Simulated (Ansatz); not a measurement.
# CaCu3, from a guessed structure to a relaxed one

Starting from a made-up structure for CaCu3, the aim is the relaxed cell, its shortest contacts and, where a second run follows, its electronic structure.

Calculated with Ansatz 0.2.0; DFT, PBEsol, plane-wave PAW, files of the set soft_1, scalar-relativistic, ferromagnetic start, cell and ions relaxed at zero pressure; PAW set soft_1, in the first sound run; inputs show where later runs differ.

### 1. Set-up

It takes space group Pm-3m (No. 221, cubic). Conventional cell: a = 4.078 Å, b = 4.078 Å, c = 4.078 Å, α = 90.00°, β = 90.00°, γ = 90.00°. Cu has 8 Cu at 2.88 Å and 4 Ca at 2.88 Å nearest. Ca has 12 Cu at 2.88 Å nearest. Farther neighbours are not listed.

Structure file:

```cif
data_structure
_symmetry_space_group_name_H-M 'P 1'
_symmetry_Int_Tables_number 1
_cell_length_a 4.0780
_cell_length_b 4.0780
_cell_length_c 4.0780
_cell_angle_alpha 90.000
_cell_angle_beta 90.000
_cell_angle_gamma 90.000
_cell_volume 67.82
loop_
_atom_site_label
_atom_site_type_symbol
_atom_site_fract_x
_atom_site_fract_y
_atom_site_fract_z
_atom_site_occupancy
Cu1 Cu 0.50000 0.50000 0.00000 1
Cu2 Cu 0.50000 0.00000 0.50000 1
Cu3 Cu 0.00000 0.50000 0.50000 1
Ca4 Ca 0.00000 0.00000 0.00000 1
```

### 2. Relaxation of the guess

The guess takes its coordinates from another compound and its volume from a rule, so the cell and any free coordinates are relaxed together.

input.yaml reads:

```yaml
crystal:
  lattice:
    - [4.078, 0.0, 0.0]
    - [0.0, 4.078, 0.0]
    - [0.0, 0.0, 4.078]
  atoms:
    - { symbol: Cu, position: [0.5, 0.5, 0.0], spin: 0.6 }
    - { symbol: Cu, position: [0.5, 0.0, 0.5], spin: 0.6 }
    - { symbol: Cu, position: [0.0, 0.5, 0.5], spin: 0.6 }
    - { symbol: Ca, position: [0.0, 0.0, 0.0] }
magnetization:
  spin_polarized: true
kpoints:
  mp_grid: { grid: [7, 7, 7] }
scf:
  occupations: { method: fermi_dirac, width: 0.05 }
hamiltonian:
  xc: pbesol
  pseudopotentials: { kind: paw, azcp: { folder: soft_1 }, xc_functional: pbe }
relax:
  f_tol: 0.015
  max_steps: 70
  cell: {}
output:
  forces: true
  stress: true
```

Started as:

```
> ansatz run input.yaml --threads 4 --pin off --max-ram 8192MiB --backend cpu --events-out ev --progress --plain --runs-dir out
```

Numbers of over 12 decimals in the logs are rounded to 6 here.

What it wrote:

```text
Engine: ansatz 0.2.0, aarch64-unknown-linux-gnu
Pseudopotentials: kind: paw
Pseudopotential: Cu, paw, valence charge 19, recommended cutoff 420 eV (normal), soft_1/Cu.paw.azcp
Pseudopotential: Ca, paw, valence charge 10, recommended cutoff 420 eV (normal), soft_1/Ca.paw.azcp
Functional definition: PBEsol
  exchange = pbesol_x
  correlation = pbesol_c
Crystal: 4 atoms, lattice volume = 67.817 Å³
Basis set: ecut = 420 eV, 1357 PW (Γ), exchange–correlation on 60×60×60 points (8 copies of the dense FFT grid, shifted against one another)
Bands: 42, of which v1, the nominal top of the filled ones, is band 34 counted from 1 (33 counted from 0)
Symmetry: 48 space group operations
Space group: Pm-3m (ITA 221), of the structure as read, at distance tolerance 4.1e-5 Å
Magnetic group: BNS 221.92 (UNI 1594), of the structure as read, at distance tolerance 4.1e-5 Å
k-points: 20 of 343
Non-local potential: Cu, projectors of the file, l = 0: 3, l = 1: 2, l = 2: 3, l = 3: 1
Non-local potential: Ca, projectors of the file, l = 0: 3, l = 1: 2, l = 2: 2
PAW form: soft (Blöchl's): semilocal exchange-correlation on the pseudo side does not see the compensation charge
PAW frozen core: Cu, regenerated for the run's functional, and the local potential with it (the file was generated under x = pbe(κ = 0.804, μ = 0.219515), c = pbe(β = 0.066725))
PAW frozen core: Ca, regenerated for the run's functional, and the local potential with it (the file was generated under x = pbe(κ = 0.804, μ = 0.219515), c = pbe(β = 0.066725))
PAW one-centre angular grid: Cu, 590 points (default); XC on 64 Gauss nodes
PAW one-centre angular grid: Ca, 110 points (default); XC on 64 Gauss nodes
Initial density: superposition of atomic densities (chi_scale 0.1, normalization cell, long waves kept (reshape's long-wave potential 0.00 eV rms))
Starting moments: Σ|m| = 1.8 μB on 3 of 4 sites
Initial wavefunctions: pseudopotential atomic-orbital guess
Functional: x = pbesol(κ = 0.804, μ = 0.123457), c = pbesol(β = 0.046)
SCF iter   1: F=—  HF=-21574.716102 eV  |F-HF|=—  |Δ(HF+E_count)|=         —  Δρ=3.16e-1 (↑3.02e-1 ↓3.16e-1)  dr2=2.09e2  dr2_m=5.08e-2  M=1.834 μB ∫|m|=1.937 μB  β_m=1.00  ethr=3.10e-3  ⟨swp⟩=9.2  Hψ=8179  notcnv=0
preconditioner: auto → Kerker (q_TF=auto, 2.723 Å⁻¹)  [metal: Δε(μ)=0.004 eV  Ē_g=7.782 eV  σ=0.050 eV  W_gap=0.02  n_scr=26 (ndim 8)  ℏωp=28.9 eV  f_vac=0.000  D(μ)=8.74/eV (n_scr^D=122)]
spin=Collinear: Kerker preconditioning applied to the charge; magnetization (m = ρ↑ − ρ↓) channel mixes plain (no charge-response kernel on spin).
SCF iter   2: F=—  HF=-21565.766673 eV  |F-HF|=—  |Δ(HF+E_count)|=    8.95e0  Δρ=1.77e-1 (↑5.50e-2 ↓1.77e-1)  dr2=1.52e1  dr2_m=2.73e0  M=0.117 μB ∫|m|=0.188 μB  β_m=0.30  ethr=3.10e-3  ⟨swp⟩=4.2  Hψ=5555  notcnv=0  defer=21
SCF iter   3: F=—  HF=-21559.071729 eV  |F-HF|=—  |Δ(HF+E_count)|=    6.69e0  Δρ=4.94e-2 (↑3.79e-2 ↓4.94e-2)  dr2=4.18e-1  dr2_m=1.07e0  M=0.217 μB ∫|m|=0.326 μB  β_m=0.30  ethr=3.10e-3  ⟨swp⟩=3.3  Hψ=4042  notcnv=0  defer=80
SCF iter   4: F=—  HF=-21558.936726 eV  |F-HF|=—  |Δ(HF+E_count)|=   1.35e-1  Δρ=4.38e-2 (↑4.38e-2 ↓1.93e-2)  dr2=8.26e-1  dr2_m=5.70e-1  M=0.201 μB ∫|m|=0.281 μB  β_m=0.30  ethr=6.23e-4  ⟨swp⟩=2.0  Hψ=3611  notcnv=0  defer=73
SCF iter   5: F=—  HF=-21559.308332 eV  |F-HF|=—  |Δ(HF+E_count)|=   3.72e-1  Δρ=5.43e-2 (↑6.03e-3 ↓5.43e-2)  dr2=1.26e0  dr2_m=4.35e-1  M=0.087 μB ∫|m|=0.146 μB  β_m=0.30  ethr=6.23e-4  ⟨swp⟩=3.1  Hψ=2932  notcnv=0  defer=77
Mixer restart at iter 5: flushing history
spin-set hold released at iteration 5 (site moments contracting): the magnetisation degrees of freedom join the quasi-Newton model from the next iteration; the mixer history was flushed
SCF iter   6: F=—  HF=-21559.219083 eV  |F-HF|=—  |Δ(HF+E_count)|=   8.92e-2  Δρ=3.09e-2 (↑8.21e-3 ↓3.09e-2)  dr2=2.56e-1  dr2_m=2.31e-1  M=0.080 μB ∫|m|=0.122 μB  β_m=0.57  ethr=6.23e-4  ⟨swp⟩=2.1  Hψ=2754  notcnv=0  defer=82
SCF iter   7: F=—  HF=-21559.264357 eV  |F-HF|=—  |Δ(HF+E_count)|=   4.53e-2  Δρ=2.69e-2 (↑1.49e-2 ↓2.69e-2)  dr2=7.31e-1  dr2_m=2.36e-2  M=0.018 μB ∫|m|=0.041 μB  β_m=0.45  ethr=3.82e-4  ⟨swp⟩=2.1  Hψ=3200  notcnv=0  defer=82
SCF iter   8: F=—  HF=-21559.097343 eV  |F-HF|=—  |Δ(HF+E_count)|=   1.67e-1  Δρ=5.40e-3 (↑5.40e-3 ↓1.47e-3)  dr2=6.36e-3  dr2_m=4.38e-3  M=0.010 μB ∫|m|=0.025 μB  β_m=0.72  ethr=3.82e-4  ⟨swp⟩=2.1  Hψ=2951  notcnv=0  defer=82
SCF iter   9: F=—  HF=-21559.114205 eV  |F-HF|=—  |Δ(HF+E_count)|=   1.69e-2  Δρ=1.93e-3 (↑1.93e-3 ↓4.14e-4)  dr2=9.32e-4  dr2_m=7.73e-4  M=0.003 μB ∫|m|=0.012 μB  β_m=0.86  ethr=9.50e-6  ⟨swp⟩=2.0  Hψ=2554  notcnv=0  defer=82
SCF iter  10: F=—  HF=-21559.114137 eV  |F-HF|=—  |Δ(HF+E_count)|=   6.72e-5  Δρ=4.95e-4 (↑1.43e-4 ↓4.95e-4)  dr2=7.57e-5  dr2_m=3.27e-5  M=-0.000 μB ∫|m|=0.003 μB  β_m=0.92  ethr=1.39e-6  ⟨swp⟩=2.3  Hψ=2370  notcnv=0  defer=82
SCF iter  11: F=—  HF=-21559.114281 eV  |F-HF|=—  |Δ(HF+E_count)|=   1.44e-4  Δρ=9.12e-5 (↑5.76e-5 ↓9.12e-5)  dr2=7.98e-6  dr2_m=2.58e-6  M=-0.000 μB ∫|m|=0.001 μB  β_m=0.96  ethr=1.13e-7  ⟨swp⟩=2.0  Hψ=2294  notcnv=0  defer=82
SCF iter  12: F=—  HF=-21559.114284 eV  |F-HF|=—  |Δ(HF+E_count)|=   2.93e-6  Δρ=1.35e-5 (↑1.35e-5 ↓1.25e-5)  dr2=1.08e-6  dr2_m=7.11e-10  M=-0.000 μB ∫|m|=0.000 μB  β_m=0.98  ethr=1.19e-8  ⟨swp⟩=2.1  Hψ=2271  notcnv=0  defer=82
SCF iter  13: F=—  HF=-21559.114284 eV  |F-HF|=—  |Δ(HF+E_count)|=   2.94e-7  Δρ=4.36e-6 (↑1.61e-6 ↓4.36e-6)  dr2=2.10e-8  dr2_m=3.93e-9  M=0.000 μB ∫|m|=0.000 μB  β_m=0.97  ethr=1.49e-10  ⟨swp⟩=2.2  Hψ=5468  notcnv=0
SCF iter  14: F=—  HF=-21559.114284 eV  |F-HF|=—  |Δ(HF+E_count)|=   5.04e-9  Δρ=5.21e-7 (↑3.51e-7 ↓5.21e-7)  dr2=1.52e-10  dr2_m=8.81e-11  M=0.000 μB ∫|m|=0.000 μB  β_m=0.99  ethr=3.13e-11  ⟨swp⟩=3.0  Hψ=3749  notcnv=0
SCF iter  15: F=-21559.114284 eV  HF=-21559.114284 eV  |F-HF|=1.46e-11  |Δ(HF+E_count)|=  2.76e-10  Δρ=1.04e-7 (↑1.04e-7 ↓1.03e-7)  dr2=4.30e-12  dr2_m=5.50e-12  M=0.000 μB ∫|m|=0.000 μB  ethr=1.00e-12  ⟨swp⟩=2.0  Hψ=2539  notcnv=0
WARN: the starting moments were not kept: the SCF closed with an absolute magnetisation of 8.7e-6 μB, where they sum to 1.8 μB in size (3 sites). That is at most 0.1 of that sum. Measured as dr2_m measures the in/out step, that magnetisation stands 3.2e-12 eV from none, at or under the dr2_threshold of 1.0e-7 eV: it is no larger than a step whose dr2_m would equal this threshold. The system may hold no moment; this S [...]
SCF 1 converged in 15 iterations: F = -21559.114284 eV  dr2 = 4.30e-12
[...]
SCF iter   8: F=-21559.197231 eV  HF=-21559.197231 eV  |F-HF|=1.57e-8  |Δ(HF+E_count)|=   2.84e-8  Δρ=5.53e-6 (↑5.53e-6 ↓4.68e-6)  dr2=4.63e-8  dr2_m=1.76e-10  M=0.000 μB ∫|m|=0.000 μB  ethr=4.14e-10  ⟨swp⟩=2.0  Hψ=4864  notcnv=0
the starting moments were not kept: the SCF closed with an absolute magnetisation of 1.1e-5 μB, where they sum to 1.8 μB in size (3 sites). That is at most 0.1 of that sum. Measured as dr2_m measures the in/out step, that magnetisation stands 6.5e-12 eV from none, at or under the dr2_threshold of 4.0e-7 eV: it is no larger than a step whose dr2_m would equal this threshold.
SCF 3 converged in 8 iterations: F = -21559.197231 eV  dr2 = 4.63e-8
  greatest PAW one-centre occupation: 1.000 electrons in one spin orbital (limit 2), on the Cu atom at site 2 (counted from 0), in its partial waves of l = 0
relax step   3: F+E_penalty+E_count = -21559.19723136 eV  Δ(F+E_penalty+E_count) = -2.557e-3 eV  max|allowed force component| = 1.029e-28 eV/Å  Δτ_max = 0.0000 Å  P = -0.161 GPa  Ω = 62.953 Å³  energy of the carried Pulay correction = +1.803e-3 eV  (8 SCF iters, dr2 threshold 4.00e-7 eV, accepted)
[...]
relax step   4: F+E_penalty+E_count = -21559.19734881 eV  Δ(F+E_penalty+E_count) = -1.174e-4 eV  max|allowed force component| = 6.771e-29 eV/Å  Δτ_max = 0.0000 Å  P = -0.004 GPa  Ω = 62.823 Å³  energy of the carried Pulay correction = +1.853e-3 eV  (8 SCF iters, dr2 threshold 6.45e-8 eV, accepted)
Basis set: ecut = 420 eV, 1237 PW (Γ), exchange–correlation on 54×54×54 points (8 copies of the dense FFT grid, shifted against one another)
Initial wavefunctions: pseudopotential atomic-orbital guess (no wavefunctions were taken with the density)
iter 1 solved again at ethr=6.33e-6 eV; its pass at ethr=3.10e-3 eV (dr2=4.24e-3 eV) is discarded
SCF iter   1: F=—  HF=-21559.195259 eV  |F-HF|=—  |Δ(HF+E_count)|=         —  Δρ=5.19e-5 (↑5.18e-5 ↓5.19e-5)  dr2=2.10e-6  dr2_m=3.34e-12  M=-0.000 μB ∫|m|=0.000 μB  β_m=0.30  ethr=6.33e-6  ⟨swp⟩=2.2  Hψ=10166  notcnv=0
eigensolver tolerance schedule: the retry pair's looser diagonalisation over-reported the residual by 2023.16 of it (diagonalisation noise at an unbounded share of the residual, at the tolerance the schedule requests for it); recorded, not acted on — ethr = c·dr2/N_el stays at c = 1.0e-1
preconditioner: auto → Kerker (q_TF=auto, 2.758 Å⁻¹)  [metal: Δε(μ)=0.038 eV  Ē_g=10.005 eV  σ=0.050 eV  W_gap=0.18  n_scr=26 (ndim 8)  ℏωp=30.0 eV  f_vac=0.000  D(μ)=2.83/eV (n_scr^D=26)]
spin=Collinear: Kerker preconditioning applied to the charge; magnetization (m = ρ↑ − ρ↓) channel mixes plain (no charge-response kernel on spin).
SCF iter   2: F=—  HF=-21559.195266 eV  |F-HF|=—  |Δ(HF+E_count)|=   7.37e-6  Δρ=1.60e-4 (↑1.60e-4 ↓1.60e-4)  dr2=3.76e-5  dr2_m=1.47e-12  M=-0.000 μB ∫|m|=0.000 μB  β_m=0.53  ethr=3.13e-9  ⟨swp⟩=2.5  Hψ=3205  notcnv=0
SCF iter   3: F=—  HF=-21559.195269 eV  |F-HF|=—  |Δ(HF+E_count)|=   2.75e-6  Δρ=5.05e-5 (↑5.05e-5 ↓5.05e-5)  dr2=4.50e-6  dr2_m=4.07e-13  M=-0.000 μB ∫|m|=0.000 μB  β_m=0.77  ethr=3.13e-9  ⟨swp⟩=2.0  Hψ=3020  notcnv=0
SCF iter   4: F=—  HF=-21559.195265 eV  |F-HF|=—  |Δ(HF+E_count)|=   4.13e-6  Δρ=1.90e-5 (↑1.90e-5 ↓1.90e-5)  dr2=2.40e-7  dr2_m=3.44e-15  M=-0.000 μB ∫|m|=0.000 μB  β_m=0.84  ethr=3.13e-9  ⟨swp⟩=2.0  Hψ=3018  notcnv=0
SCF iter   5: F=—  HF=-21559.195266 eV  |F-HF|=—  |Δ(HF+E_count)|=   8.95e-7  Δρ=3.45e-6 (↑3.45e-6 ↓3.45e-6)  dr2=6.28e-9  dr2_m=1.93e-15  M=-0.000 μB ∫|m|=0.000 μB  β_m=0.92  ethr=3.58e-10  ⟨swp⟩=2.0  Hψ=2378  notcnv=0
SCF iter   6: F=—  HF=-21559.195266 eV  |F-HF|=—  |Δ(HF+E_count)|=   3.30e-8  Δρ=2.83e-7 (↑2.82e-7 ↓2.83e-7)  dr2=1.14e-10  dr2_m=6.07e-16  M=-0.000 μB ∫|m|=0.000 μB  β_m=0.96  ethr=9.37e-12  ⟨swp⟩=2.0  Hψ=3020  notcnv=0
SCF iter   7: F=-21559.195266 eV  HF=-21559.195266 eV  |F-HF|=0.00e0  |Δ(HF+E_count)|=  2.36e-10  Δρ=6.37e-8 (↑6.36e-8 ↓6.37e-8)  dr2=1.32e-11  dr2_m=3.63e-17  M=-0.000 μB ∫|m|=0.000 μB  ethr=1.00e-12  ⟨swp⟩=3.7  Hψ=4684  notcnv=0
the starting moments were not kept: the SCF closed with an absolute magnetisation of 1.6e-8 μB, where they sum to 1.8 μB in size (3 sites). That is at most 0.1 of that sum. Measured as dr2_m measures the in/out step, that magnetisation stands 1.3e-17 eV from none, at or under the dr2_threshold of 4.0e-11 eV: it is no larger than a step whose dr2_m would equal this threshold.
SCF 5 converged in 7 iterations: F = -21559.195266 eV  dr2 = 1.32e-11
relax step   5: F+E_penalty+E_count = -21559.19526584 eV  Δ(F+E_penalty+E_count) = +2.083e-3 eV  max|allowed force component| = 1.104e-29 eV/Å  Δτ_max = 0.0000 Å  P = +0.005 GPa  Ω = 62.823 Å³  stress off target by 4.91e-3 GPa  SCF on the basis re-selected at this cell (its energy is not comparable with the rows above)  (7 SCF iters)
basis re-selected at this cell: Δ(F+E_penalty+E_count) = +2.083e-3 eV, ΔP = +0.009 GPa vs the last step (what re-selecting the basis moved, of the pressure what is left beyond the Pulay correction that the steps carried, after the strain that the cell walked since its last selection, with what the two solves' SCF thresholds leave and, on support functions, any second-order correction that the steps lacked; it is no measure of the basis error at this ecutwfc). The dense FFT grid was sized anew with the basis: this SCF ran on 27×27×27 points, the steps before it on 30×30×30, so part of this shift can come from that change (see relax.cell in the input reference). [rest of the remark cut]
SCF converged after 7 iterations
Magnetization: -0.0000 μB (33.5000 up, 33.5000 down)
Absolute magnetization: 0.0000 μB (∫|ρ↑−ρ↓|, with the PAW one-centre terms)
Spin contamination: 0.0000 ħ² per cell (⟨S²⟩ above its minimum at these occupations)
Per-site moments (μB) at R_I (Å): [(-1.476323258597623e-9, 1.159529), (-1.476323751491456e-9, 1.159529), (-1.4763232444059354e-9, 1.159529), (-1.854830321741765e-9, 1.159529)]
Free energy (F): -21559.195266 eV
Harris-Foulkes:  -21559.195266 eV  (|F-HF|=0.00e0)
Internal energy: -21559.173800 eV  (E = F + TS)
E sigma→0 (E₀):  -21559.184533 eV
Entropy (-TS):   -0.021466 eV (-5.366 meV/atom)
Fermi energy:    12.527027 eV
--- Per-component energies (eV) ---
  E_band       = -1403.508709
  E_kinetic    = 1044.043224
  E_local      = -16093.742216  (includes V_loc(G=0)·N_el)
  E_nonlocal   = 2774.726800
  E_hartree    = 6802.393740
  E_xc         = -330.931326
  E_vxc        = -422.822130  (∫ρ·V_xc dr)
  E_paw        = -6189.408444  (= ΣΔE_a)
  E_vpaw       = -2310.504916  (= ΣTr[D̂ρ^β])
  E_aug_tail   = 0.003106  (compensation charges beyond the density's cutoff)
  E_ewald      = -9566.996087
  E_core_change = 0.737402  (= ΣΔE_core)
  E_smearing   = -0.021466  (= −TS)
  E_closure    = -0.000000  (closes the sum)
  Σ components = -21559.195266   (vs F -21559.195266, Δ=0.00e0)
--- Forces (eV/Å), atoms counted from 1 ---
  atom   1  Cu     0.00000000    -0.00000000     0.00000000
  atom   2  Cu    -0.00000000     0.00000000    -0.00000000
  atom   3  Cu    -0.00000000     0.00000000     0.00000000
  atom   4  Ca    -0.00000000    -0.00000000     0.00000000
  max |Σ_I F_I| component: 6.31e-30 eV/Å
--- Stress (GPa, compression-positive) ---
        0.004913      -0.000000       0.000000
       -0.000000       0.004913       0.000000
        0.000000       0.000000       0.004913
  P = ⅓ Tr σ = 0.0049 GPa (0.049 kbar)
--- Relaxed structure (4 steps of the walk, 4 accepted, 1 SCFs on fresh bases) ---
  F+E_penalty+E_count = -21559.19526584 eV   max|allowed force component| = 1.104e-29 eV/Å   (the final SCF, on the basis selected at the relaxed cell)
  cell:  # Å, volume = 62.8228 Å³
    - [3.975324, 0, 0]
    - [0, 3.975324, 0.0]
    - [0.0, 0.0, 3.975324]
  atoms:
    - { symbol: Cu, position: [0.5, 0.5, 0] }
    - { symbol: Cu, position: [0.5, 0, 0.5] }
    - { symbol: Cu, position: [0, 0.5, 0.5] }
    - { symbol: Ca, position: [0, 0, 0] }
```

Wall time 7.8 s (4 threads of Arm Neoverse V2, shared host); peak memory 0.41 GiB; 28 s of CPU time.

Relaxation path:

```tsv
step	energy less that of the first step (eV)	largest force component (eV/Å)	pressure (GPa)	volume (Å³)
1	0.0000	0.0000	-4.84	67.82
2	-0.0804	0.0000	1.11	61.94
3	-0.0829	0.0000	-0.16	62.95
4	-0.0831	0.0000	0.00	62.82
5*	-0.0810	0.0000	0.00	62.82
```

Relaxation steps marked * repeat the geometry before them on a plane-wave basis chosen anew for their cell, so energy and pressure can jump there.

The run keeps the 48 symmetry operations that it works with, so distortions that break them were not tested.

```tsv
conventional cell, symmetrised	before	after	change
a (Å)	4.078	3.975	-2.5 %
b (Å)	4.078	3.975	-2.5 %
c (Å)	4.078	3.975	-2.5 %
volume (Å³/atom)	16.95	15.71	-7.4 %
```

Final coordinates:

```xyz
4
Lattice="3.9753 0.0000 0.0000 0.0000 3.9753 0.0000 0.0000 0.0000 3.9753" Properties=species:S:1:pos:R:3 pbc="T T T"
Cu    1.9877    1.9877    0.0000
Cu    1.9877    0.0000    1.9877
Cu    0.0000    1.9877    1.9877
Ca    0.0000    0.0000    0.0000
```

Numbers from this step:

- free energy: -21559.1953 eV
- energy at zero smearing: -21559.1845 eV
- smearing term TS: 0.02147 eV
- Fermi energy: 12.53 eV
- electrons: 67
- symmetry operations: 48
- pressure: 0.004913 GPa

Shortest distances by pair of elements, guess and relaxed (not always the same contact):

```tsv
pair	guess (Å)	relaxed (Å)
Cu–Cu	2.884	2.811
Ca–Cu	2.884	2.811
Ca–Ca	4.078	3.975
```

The relaxation ends with a pressure of 0.00 GPa. The starting moments have collapsed: the run ends non-magnetic.

(Part 1 of 2 ends here.)

[Logs are printed without paths, hosts, clocks, repeated set-up lines and the standing remarks that a program may print on its own settings, such as how far it seeks lower states.]

[Hosts, paths, dates, database ids (printed as entryN), source tags and the programs' standing remarks are cut or masked in the printed files.]
